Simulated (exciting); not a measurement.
Consider SnO2 (Cassiterite), space group P4_2/mnm.

```xyz
6
Lattice="4.7380 0.0000 0.0000 0.0000 4.7380 0.0000 0.0000 0.0000 3.1865" Properties=species:S:1:pos:R:3 pbc="T T T"
Sn    2.3690    2.3690    1.5933
Sn    0.0000    0.0000    0.0000
O     3.8240    0.9140    1.5933
O     3.2830    3.2830    0.0000
O     0.9140    3.8240    1.5933
O     1.4550    1.4550    0.0000
```

Absorber: atom 1, with 6 O at 2.05 Å (distorted octahedral, site symmetry mmm). Method: exciting, all-electron LAPW+lo, PBE, exchange and screened direct term (singlet BSE), 3×3×5 shifted k points, 26 conduction bands, |G+q| up to 3 bohr⁻¹ (2 in the exchange term), full RPA screening with nempty = 52, Lorentzian half width 1.38 eV.

Question: Predict the Sn L₃ near-edge structure at this level.

Bound core exciton? Undecided on this mesh: the first bright state (over 5 % of the brightest) lies at -0.21 eV from the Kohn–Sham onset and at -1.04 eV from the lowest bare transition of its own mesh. Maxima (height): 0.4 eV (0.23), 9.8 eV (1.00) and 19.2 eV (0.78).

Energy from the Kohn–Sham onset, core level to the lowest empty state found on the meshes used; Im ε in relative units:

```
E (eV)  Im ε
  -6.5  0.03
  -6.0  0.03
  -5.5  0.03
  -5.0  0.03
  -4.5  0.04
  -4.0  0.04
  -3.5  0.05
  -3.0  0.06
  -2.5  0.07
  -2.0  0.09
  -1.5  0.12
  -1.0  0.16
  -0.5  0.20
   0.0  0.23
   0.5  0.23
   1.0  0.23
   1.5  0.21
   2.0  0.21
   2.5  0.21
   3.0  0.21
   3.5  0.21
   4.0  0.20
   4.5  0.21
   5.0  0.22
   5.5  0.23
   6.0  0.26
   6.5  0.31
   7.0  0.36
   7.5  0.44
   8.0  0.54
   8.5  0.68
   9.0  0.84
   9.5  0.97
  10.0  0.99
  10.5  0.92
  11.0  0.82
  11.5  0.74
  12.0  0.70
  12.5  0.67
  13.0  0.64
  13.5  0.63
  14.0  0.62
  14.5  0.63
  15.0  0.65
  15.5  0.66
  16.0  0.66
  16.5  0.66
  17.0  0.67
  17.5  0.70
  18.0  0.73
  18.5  0.76
  19.0  0.77
  19.5  0.77
  20.0  0.75
  20.5  0.72
  21.0  0.69
  21.5  0.66
```

With 45 k points the binding energies are rough, and fine structure above the first lines is partly noise of the mesh. The kernel cutoff is low for a compact core orbital, so the effect of exchange is a lower bound. The zero comes from the unshifted 3×3×5 ground-state mesh; it is exact only where the band minimum lies on that mesh. The conduction states carry no spin here, so the exchange coupling to the spinor core hole is only partly held. This core level is treated alone, with no coupling to its spin–orbit partner. The Kohn–Sham onset, 3852 eV, is no photon energy (tabulated edge of the element: 3929 eV): the scale needs a rigid shift. No quasiparticle correction widens the gap or stretches the bands. Vibrations and energy-dependent lifetimes are left out. The structure is a published determination, not relaxed.

[Banner, clock and machine lines of the logs are left out without a mark of their own.]

[Logs are printed without paths, hosts, clocks, repeated set-up lines and the standing remarks that a program may print on its own settings, such as how far it seeks lower states.]

[Hosts, paths, dates, database ids (printed as entryN), source tags and the programs' standing remarks are cut or masked in the printed files.]
